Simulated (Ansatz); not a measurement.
Rows from a G0W0 calculation on MoSSe/WS2 (van der Waals superlattice) (P3m1) (Ansatz 0.2.0; G0W0 on PBEsol, plane waves, PAW; PAW set soft_1; 9×9×2 mesh, 106 empty bands, screening to 60 eV, PAW set soft_1 files), in eV. Spin-orbit coupling is left out.

The structure was built from a prototype and need not be the compound's stable phase.

```
row      Σx     Σc     Vxc     Z
  A  -19.45   1.79  -18.04  0.75
  B  -18.61   2.00  -16.75  0.77
  C  -13.80  -3.40  -17.96  0.77
  D  -14.48  -3.77  -19.07  0.76
  E  -13.71  -3.80  -18.32  0.77
  F  -19.53   0.81  -19.18  0.76
```

**Question.** Which rows are filled states and which are empty ones, and how can one tell?

Filled: A, B and F. Empty: C, D and E. The sign of Σc tells: for a filled state bare exchange, which holds its interaction with itself, lies below Vxc (Σx − Vxc is -0.4 eV or lower here) and screening gives part back as a positive Σc. For an empty state Σx lies above Vxc (+4.2 eV or more) and the Coulomb hole leaves Σc negative.

[Paths, hosts, dates, memory and timing lines, banners, echoed tables and standing remarks are left out of the program output.]

[Logs are printed without paths, hosts, clocks, repeated set-up lines and the standing remarks that a program may print on its own settings, such as how far it seeks lower states.]

[Runs of the session that timed out or met a known fault of the program may be left out.]

[Cells called generated may have been cut or substituted from an entry of the Crystallography Open Database or the Materials Project.]

[Hosts, paths, dates, database ids (printed as entryN), source tags and the programs' standing remarks are cut or masked in the printed files.]
